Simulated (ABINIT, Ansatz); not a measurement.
# Hf (Hafnium): phonons by linear response, part 3 of 4

Aim: the phonon dispersion of Hf (Hafnium), checked by a second program.

ABINIT 10.8.3; DFT LDA, scalar-relativistic, plane waves, PseudoDojo norm-conserving pseudopotentials.

So far. Step 4 (Self-consistent run for the response): The cell stands at -0.55 GPa: the relaxation ran with a smoothed and higher cutoff, and the difference is a stress of the finite basis. Step 5 (Zone-centre response): The acoustic modes at Γ come out as far as 2.9 cm⁻¹ from zero, where they should vanish, a small numerical error. The relaxed cell has a = 3.107, c = 4.928 Å (conventional setting).

## Step 7: Interpolated phonon bands

anaddb transforms the dynamical matrices to force constants and back along the path; points of the mesh come back as solved, but for the sum rule and, in polar crystals, the LO-TO term at Γ; the rest is interpolation.

The input, anaddb.abi:

```
ddb_filepath "all_DDB"
output_file "anaddb.abo"
outdata_prefix "anaddb"
ifcflag 1
ngqpt 3 3 2
nqshft 1
q1shft 0.0 0.0 0.0
asr 1
chneut 0
dipdip 0
dipquad 0
quadquad 0
enunit 0
eivec 0
nph1l 93
qph1l 
    0.0 0.0 0.0 1.0
    0.05 0.0 0.0 1.0
    0.1 0.0 0.0 1.0
    0.15 0.0 0.0 1.0
    0.2 0.0 0.0 1.0
    0.25 0.0 0.0 1.0
    0.3 0.0 0.0 1.0
    0.35 0.0 0.0 1.0
    0.4 0.0 0.0 1.0
    0.45 0.0 0.0 1.0
    0.5 0.0 0.0 1.0
    0.48333333 0.03333333 0.0 1.0
    0.46666667 0.06666667 0.0 1.0
    0.45 0.1 0.0 1.0
    0.43333333 0.13333333 0.0 1.0
    0.41666667 0.16666667 0.0 1.0
    0.4 0.2 0.0 1.0
    0.38333333 0.23333333 0.0 1.0
    0.36666667 0.26666667 0.0 1.0
    0.35 0.3 0.0 1.0
    0.33333333 0.33333333 0.0 1.0
    0.3 0.3 0.0 1.0
    0.26666667 0.26666667 0.0 1.0
    0.23333333 0.23333333 0.0 1.0
    0.2 0.2 0.0 1.0
    0.16666667 0.16666667 0.0 1.0
    0.13333333 0.13333333 0.0 1.0
    0.1 0.1 0.0 1.0
    0.06666667 0.06666667 0.0 1.0
    0.03333333 0.03333333 0.0 1.0
    0.0 0.0 0.0 1.0
    0.0 0.0 0.05 1.0
    0.0 0.0 0.1 1.0
    0.0 0.0 0.15 1.0
    0.0 0.0 0.2 1.0
    0.0 0.0 0.25 1.0
    0.0 0.0 0.3 1.0
    0.0 0.0 0.35 1.0
    0.0 0.0 0.4 1.0
    0.0 0.0 0.45 1.0
    0.0 0.0 0.5 1.0
    0.05 0.0 0.5 1.0
    0.1 0.0 0.5 1.0
    0.15 0.0 0.5 1.0
    0.2 0.0 0.5 1.0
    0.25 0.0 0.5 1.0
    0.3 0.0 0.5 1.0
    0.35 0.0 0.5 1.0
    0.4 0.0 0.5 1.0
    0.45 0.0 0.5 1.0
    0.5 0.0 0.5 1.0
    0.48333333 0.03333333 0.5 1.0
    0.46666667 0.06666667 0.5 1.0
    0.45 0.1 0.5 1.0
    0.43333333 0.13333333 0.5 1.0
    0.41666667 0.16666667 0.5 1.0
    0.4 0.2 0.5 1.0
    0.38333333 0.23333333 0.5 1.0
    0.36666667 0.26666667 0.5 1.0
    0.35 0.3 0.5 1.0
    0.33333333 0.33333333 0.5 1.0
    0.3 0.3 0.5 1.0
    0.26666667 0.26666667 0.5 1.0
    0.23333333 0.23333333 0.5 1.0
    0.2 0.2 0.5 1.0
    0.16666667 0.16666667 0.5 1.0
    0.13333333 0.13333333 0.5 1.0
    0.1 0.1 0.5 1.0
    0.06666667 0.06666667 0.5 1.0
    0.03333333 0.03333333 0.5 1.0
    0.0 0.0 0.5 1.0
    0.5 0.0 0.5 1.0
    0.5 0.0 0.45 1.0
    0.5 0.0 0.4 1.0
    0.5 0.0 0.35 1.0
    0.5 0.0 0.3 1.0
    0.5 0.0 0.25 1.0
    0.5 0.0 0.2 1.0
    0.5 0.0 0.15 1.0
    0.5 0.0 0.1 1.0
    0.5 0.0 0.05 1.0
    0.5 0.0 0.0 1.0
    0.33333333 0.33333333 0.5 1.0
    0.33333333 0.33333333 0.45 1.0
    0.33333333 0.33333333 0.4 1.0
    0.33333333 0.33333333 0.35 1.0
    0.33333333 0.33333333 0.3 1.0
    0.33333333 0.33333333 0.25 1.0
    0.33333333 0.33333333 0.2 1.0
    0.33333333 0.33333333 0.15 1.0
    0.33333333 0.33333333 0.1 1.0
    0.33333333 0.33333333 0.05 1.0
    0.33333333 0.33333333 0.0 1.0
```

The input, mrgddb.in:

```
all_DDB
merged
6
dfpt_gammao_DDB
dfpt_qo_DS1_DDB
dfpt_qo_DS2_DDB
dfpt_qo_DS3_DDB
dfpt_qo_DS4_DDB
dfpt_qo_DS5_DDB
```

The run is started by

```console
$ mrgddb < mrgddb.in > mrgddb.log
$ OMP_NUM_THREADS=1 anaddb anaddb.abi > anaddb.log
```

anaddb.abo, the main output file:

```text
[banners, grids, parts of the stress and lines that vanish by symmetry left out]
-outvars_anaddb: echo values of input variables ----------------------

 Flags :
[...]
Phonon wavevector (reduced coordinates) :  0.00000  0.00000  0.00000
 Phonon energies in Hartree :
[...]
Phonon frequencies in cm-1    :
-  0.000000E+00  0.000000E+00  0.000000E+00  6.746260E+01  6.746260E+01
-  1.143685E+02
[...]
Phonon wavevector (reduced coordinates) :  0.05000  0.00000  0.00000
 Phonon energies in Hartree :
[...]
Phonon frequencies in cm-1    :
-  1.084648E+01  1.176264E+01  1.980064E+01  6.934598E+01  7.092336E+01
-  1.151550E+02
[...]
Phonon wavevector (reduced coordinates) :  0.10000  0.00000  0.00000
 Phonon energies in Hartree :
[...]
Phonon frequencies in cm-1    :
-  2.131922E+01  2.277741E+01  3.924540E+01  7.458257E+01  7.996580E+01
-  1.172505E+02
[...]
Phonon wavevector (reduced coordinates) :  0.15000  0.00000  0.00000
 Phonon energies in Hartree :
[...]
Phonon frequencies in cm-1    :
-  3.112054E+01  3.239251E+01  5.792972E+01  8.218069E+01  9.190948E+01
-  1.199761E+02
[...]
Phonon wavevector (reduced coordinates) :  0.20000  0.00000  0.00000
 Phonon energies in Hartree :
[...]
Phonon frequencies in cm-1    :
-  4.008525E+01  4.016118E+01  7.542056E+01  9.100245E+01  1.044587E+02
-  1.224972E+02
[...]
Phonon wavevector (reduced coordinates) :  0.25000  0.00000  0.00000
 Phonon energies in Hartree :
[...]
Phonon frequencies in cm-1    :
-  4.591268E+01  4.819440E+01  9.130831E+01  1.000164E+02  1.160964E+02
-  1.240874E+02
  Phonon wavevector (reduced coordinates) :  0.30000  0.00000  0.00000
 Phonon energies in Hartree :
[...]
Phonon frequencies in cm-1    :
-  4.974735E+01  5.552308E+01  1.052378E+02  1.083818E+02  1.243143E+02
-  1.258950E+02
  Phonon wavevector (reduced coordinates) :  0.35000  0.00000  0.00000
 Phonon energies in Hartree :
[...]
Phonon frequencies in cm-1    :
-  5.198044E+01  6.210870E+01  1.154622E+02  1.169071E+02  1.231495E+02
-  1.333214E+02
  Phonon wavevector (reduced coordinates) :  0.40000  0.00000  0.00000
 Phonon energies in Hartree :
[...]
Phonon frequencies in cm-1    :
-  5.306060E+01  6.775080E+01  1.208069E+02  1.210386E+02  1.260312E+02
-  1.381346E+02
  Phonon wavevector (reduced coordinates) :  0.45000  0.00000  0.00000
 Phonon energies in Hartree :
[...]
Phonon frequencies in cm-1    :
-  5.346138E+01  7.181943E+01  1.189251E+02  1.241225E+02  1.322205E+02
-  1.404135E+02
  Phonon wavevector (reduced coordinates) :  0.50000  0.00000  0.00000
 Phonon energies in Hartree :
[...]
Phonon frequencies in cm-1    :
-  5.354878E+01  7.335269E+01  1.180137E+02  1.252452E+02  1.345904E+02
-  1.408825E+02
  Phonon wavevector (reduced coordinates) :  0.48333  0.03333  0.00000
 Phonon energies in Hartree :
[...]
Phonon frequencies in cm-1    :
-  5.477189E+01  7.372766E+01  1.178518E+02  1.240677E+02  1.360215E+02
-  1.405377E+02
  Phonon wavevector (reduced coordinates) :  0.46667  0.06667  0.00000
 Phonon energies in Hartree :
[...]
Phonon frequencies in cm-1    :
-  5.824524E+01  7.483491E+01  1.173633E+02  1.217112E+02  1.391177E+02
-  1.395105E+02
  Phonon wavevector (reduced coordinates) :  0.45000  0.10000  0.00000
 Phonon energies in Hartree :
[...]
Phonon frequencies in cm-1    :
-  6.348625E+01  7.662374E+01  1.165401E+02  1.192793E+02  1.378234E+02
-  1.427111E+02
[...]
Phonon wavevector (reduced coordinates) :  0.10000  0.00000  0.50000
 Phonon energies in Hartree :
[...]
Phonon frequencies in cm-1    :
-  5.546282E+01  5.546282E+01  5.856419E+01  5.856419E+01  1.135219E+02
-  1.135219E+02
  Phonon wavevector (reduced coordinates) :  0.15000  0.00000  0.50000
 Phonon energies in Hartree :
[...]
Phonon frequencies in cm-1    :
-  6.281838E+01  6.281838E+01  6.799811E+01  6.799811E+01  1.185064E+02
-  1.185064E+02
  Phonon wavevector (reduced coordinates) :  0.20000  0.00000  0.50000
 Phonon energies in Hartree :
[...]
Phonon frequencies in cm-1    :
-  7.061710E+01  7.061710E+01  7.695750E+01  7.695750E+01  1.244249E+02
-  1.244249E+02
  Phonon wavevector (reduced coordinates) :  0.25000  0.00000  0.50000
 Phonon energies in Hartree :
[...]
Phonon frequencies in cm-1    :
-  7.789590E+01  7.789590E+01  8.408336E+01  8.408336E+01  1.306669E+02
-  1.306669E+02
  Phonon wavevector (reduced coordinates) :  0.30000  0.00000  0.50000
 Phonon energies in Hartree :
[...]
Phonon frequencies in cm-1    :
-  8.409811E+01  8.409811E+01  8.885007E+01  8.885007E+01  1.366771E+02
-  1.366771E+02
  Phonon wavevector (reduced coordinates) :  0.35000  0.00000  0.50000
 Phonon energies in Hartree :
[...]
Phonon frequencies in cm-1    :
-  8.895740E+01  8.895740E+01  9.142533E+01  9.142533E+01  1.419319E+02
-  1.419319E+02
[...]
Phonon wavevector (reduced coordinates) :  0.33333  0.33333  0.05000
 Phonon energies in Hartree :
[...]
Phonon frequencies in cm-1    :
-  9.745391E+01  9.745391E+01  1.131747E+02  1.131747E+02  1.131866E+02
-  1.586987E+02
  Phonon wavevector (reduced coordinates) :  0.33333  0.33333  0.00000
 Phonon energies in Hartree :
[...]
Phonon frequencies in cm-1    :
-  1.002156E+02  1.002156E+02  1.105297E+02  1.105297E+02  1.128740E+02
-  1.589619E+02
-
```

The job ended after 0.53 s (1 thread of Arm Neoverse V2, shared host).

This step gave:

```
lowest frequency on the path : 0 cm⁻¹
```

Anaddb. Phonon branches along the path, in cm⁻¹:

```csv
point,branch 1,branch 2,branch 3,branch 4,branch 5,branch 6
Γ,0,0,0,68,68,114
halfway,46,48,91,100,116,124
M,54,73,118,125,135,141
halfway,77,82,114,115,133,150
K,100,100,110,110,113,159
halfway,55,62,87,118,120,124
Γ,0,0,0,68,68,114
halfway,26,26,62,62,68,118
A,48,48,48,48,109,109
halfway,78,78,84,84,131,131
L,93,93,95,95,149,149
halfway,65,65,122,122,148,148
H,54,54,137,137,146,146
halfway,70,70,101,101,134,134
A,48,48,48,48,109,109
jump to L,93,93,95,95,149,149
halfway,68,85,106,117,142,145
M,54,73,118,125,135,141
jump to H,54,54,137,137,146,146
halfway,74,74,120,133,133,153
K,100,100,110,110,113,159
```

The phonon branches as a text plot (rows in cm⁻¹):

```
    156 |          ****                                        **
    149 |         *    *                 *********       *    *
    142 |       **      *               *         *      *****
    136 |     *****                    *      ***  *        * *
    129 |    * *   *   ***            *      *   *  *        *
    123 |  *******  * * ****                         *     ** **
    116 |**   * **** * *    ******* **      *         *   * *  **
    109 |    *     *****  *        *       *      *    *** *
    103 |   **       ** * *       *                *     **
     96 |           *    * *              *                     *
     89 |  **       * **   *     *     ****         *    *     *
     83 | **       *   **   *         **   *              *
     76 | * *   ***     * * *         *              *   * **
     70 |*     *  *      *   ****    *      *     ***     *   *
     63 |     *          * *    *    *       *   *   **
     56 |  * * ***               *  *         ***     *    ***
     50 |    **           *       **                   **
     43 |   *             * *     *
     36 | *                *     *
     30 |  *                *  *
     23 | *                 **  *
     17 |*                   *
     10 |*                   * *
      3 |                     *
         Γ      M    K        Γ   A       L    H       A|L M|H  K
```

All branches are real along the path.

## Step 8: Sums over the zone

Sums over the zone need many more wavevectors than were solved, so the interpolation is sampled on a dense mesh.

The input, anaddb.abi:

```
ddb_filepath "all_DDB"
output_file "anaddb.abo"
outdata_prefix "anaddb"
ifcflag 1
ngqpt 3 3 2
nqshft 1
q1shft 0.0 0.0 0.0
asr 1
chneut 0
dipdip 0
dipquad 0
quadquad 0
prtdos 2
ng2qpt 17 17 9
dosdeltae 4.5563e-06
ntemper 11
temperinc 100.0
tempermin 0.0
```

The run is started by

```console
$ OMP_NUM_THREADS=1 anaddb anaddb.abi > anaddb.log
```

anaddb.abo, the main output file:

```text
-outvars_anaddb: echo values of input variables ----------------------

 Flags :
     ifcflag         1
 Miscellaneous information :
         asr         1
      chneut         0
 Interatomic Force Constants Inputs :
      dipdip         0
     dipquad         0
    quadquad         0
      ifcana         0
      ifcout         0
 Description of grid 1 :
        brav         1
       ngqpt         3         3         2
      nqshft         1
      q1shft
                     0.00000000E+00  0.00000000E+00  0.00000000E+00
 Phonon DOS information :
   dosdeltae  4.55630000E-06
    dossmear  4.55633525E-06
 Description of grid 2 (Fourier interp. or BZ sampling):
      ng2qpt        17        17         9
      ngrids         4
      q2shft         0.00000000E+00  0.00000000E+00  0.00000000E+00

================================================================================

 read the DDB information and perform some checks

  ==== Info on the Cryst% object ====
 Real(R)+Recip(G) space primitive vectors, cartesian coordinates (Bohr,Bohr^-1):
 R(1)=  5.8713384  0.0000000  0.0000000  G(1)=  0.1703189  0.0983337  0.0000000
 R(2)= -2.9356692  5.0847282  0.0000000  G(2)=  0.0000000  0.1966673  0.0000000
 R(3)=  0.0000000  0.0000000  9.3130583  G(3)=  0.0000000  0.0000000  0.1073761
 Unit cell volume ucvol=  2.7803353E+02 bohr^3
 Angles (23,13,12)=  9.00000000E+01  9.00000000E+01  1.20000000E+02 degrees
 Time-reversal symmetry is present
 Reduced atomic positions [iatom, xred, symbol]:
    1)    0.3333333  0.6666667  0.2500000  Hf
    2)    0.6666667  0.3333333  0.7500000  Hf

 DDB file with 6 blocks has been read.

================================================================================

 Calculation of the interatomic forces

       Homogeneous q point set in the B.Z.
 Grid q points  :       18
  1)   0.00000000E+00  0.00000000E+00  0.00000000E+00
  2)   3.33333333E-01  0.00000000E+00  0.00000000E+00
  3)  -3.33333333E-01  0.00000000E+00  0.00000000E+00
  4)   0.00000000E+00  3.33333333E-01  0.00000000E+00
  5)   3.33333333E-01  3.33333333E-01  0.00000000E+00
  6)  -3.33333333E-01  3.33333333E-01  0.00000000E+00
  7)   0.00000000E+00 -3.33333333E-01  0.00000000E+00
  8)   3.33333333E-01 -3.33333333E-01  0.00000000E+00
  9)  -3.33333333E-01 -3.33333333E-01  0.00000000E+00
 10)   0.00000000E+00  0.00000000E+00  5.00000000E-01
 11)   3.33333333E-01  0.00000000E+00  5.00000000E-01
 12)  -3.33333333E-01  0.00000000E+00  5.00000000E-01
 13)   0.00000000E+00  3.33333333E-01  5.00000000E-01
 14)   3.33333333E-01  3.33333333E-01  5.00000000E-01
 15)  -3.33333333E-01  3.33333333E-01  5.00000000E-01
 16)   0.00000000E+00 -3.33333333E-01  5.00000000E-01
 17)   3.33333333E-01 -3.33333333E-01  5.00000000E-01
 18)  -3.33333333E-01 -3.33333333E-01  5.00000000E-01

 The interatomic forces have been obtained

================================================================================

 Calculation of phonon density of states

 Average speed of sound partial sums:     0.9978072079E-03 (at units)
-                                   =           2.1829 [km/s]

 Debye frequency from partial sums:     0.5958879069E-03 (Ha)
-                                 =     0.3920754080E+01 (THz)
-Debye temperature from partial sums:     0.1881665186E+03 (K)

 Average speed of sound:     0.9711183998E-03 (at units)
-                      =           2.1245 [km/s]

 Debye frequency from DOS:     0.5799494192E-03 (Ha)
-                        =     0.3815883868E+01 (THz)
-Debye temperature from DOS:     0.1831335422E+03 (K)

-
```

Elapsed: 0.58 s, on 1 thread.

This step gave:

```yaml
share_of_modes_beyond_3i_cm_minus1_on_the_dense_interpolated_mesh: 0
zero_point_energy_per_atom: 18.74 meV
heat_capacity_at_300_k: 24.42 J/(mol atoms K)
vibrational_entropy_at_300_k: 44.74 J/(mol atoms K)
```

The phonon density of states has structure finer than the step of the table below, so its rows give means over 5 cm⁻¹, whole bins alone (the curve runs from -30 to 189 cm⁻¹). Peaks (cm⁻¹: height): 66.0: 0.0965, 106.0: 0.0668, 121.0: 0.0823, 147.0: 0.0936.

Tetrahedra. The phonon density of states by wavenumber; means over each step:

wavenumber (cm⁻¹), phonon density of states (1/cm⁻¹/cell) and a bar:
```
        0     0.0000 
        5     0.0001 
       10     0.0003 
       15     0.0009 
       20     0.0018 #
       25     0.0029 #
       30     0.0045 ##
       35     0.0066 ##
       40     0.0093 ###
       45     0.0131 #####
       50     0.0179 #######
       55     0.0309 ###########
       60     0.0494 ##################
       65     0.0821 ##############################
       70     0.0703 ##########################
       75     0.0636 #######################
       80     0.0553 ####################
       85     0.0490 ##################
       90     0.0372 ##############
       95     0.0345 #############
      100     0.0497 ##################
      105     0.0631 #######################
      110     0.0564 #####################
      115     0.0573 #####################
      120     0.0759 ############################
      125     0.0639 #######################
      130     0.0604 ######################
      135     0.0652 ########################
      140     0.0671 #########################
      145     0.0734 ###########################
      150     0.0277 ##########
      155     0.0054 ##
      160     0.0004 
      165     0.0000
```

Harmonic thermodynamic functions per atom, summed over the density of states scaled to three modes an atom; melting is ignored. Thermodynamic functions:

```csv
T (K),F_vib (meV/atom),S (J/mol-atom/K),C_V (J/mol-atom/K)
0,18.74,0,0
50,17.58,7.238,13.19
100,10.57,19.3,20.79
200,-18.3,34.95,23.79
300,-59.92,44.74,24.42
400,-110.1,51.8,24.65
500,-166.8,57.32,24.75
600,-228.6,61.84,24.81
700,-294.7,65.66,24.85
800,-364.5,68.98,24.87
900,-437.6,71.91,24.88
1000,-513.5,74.53,24.9
```

At 300 K the heat capacity has reached 98 % of the Dulong-Petit value.

(Part 3 of 4 ends here.)

[Host names and launcher messages were left out of these logs when they were recorded.]

[Logs are printed without paths, hosts, clocks, repeated set-up lines and the standing remarks that a program may print on its own settings, such as how far it seeks lower states.]

[Hosts, paths, dates, database ids (printed as entryN), source tags and the programs' standing remarks are cut or masked in the printed files.]
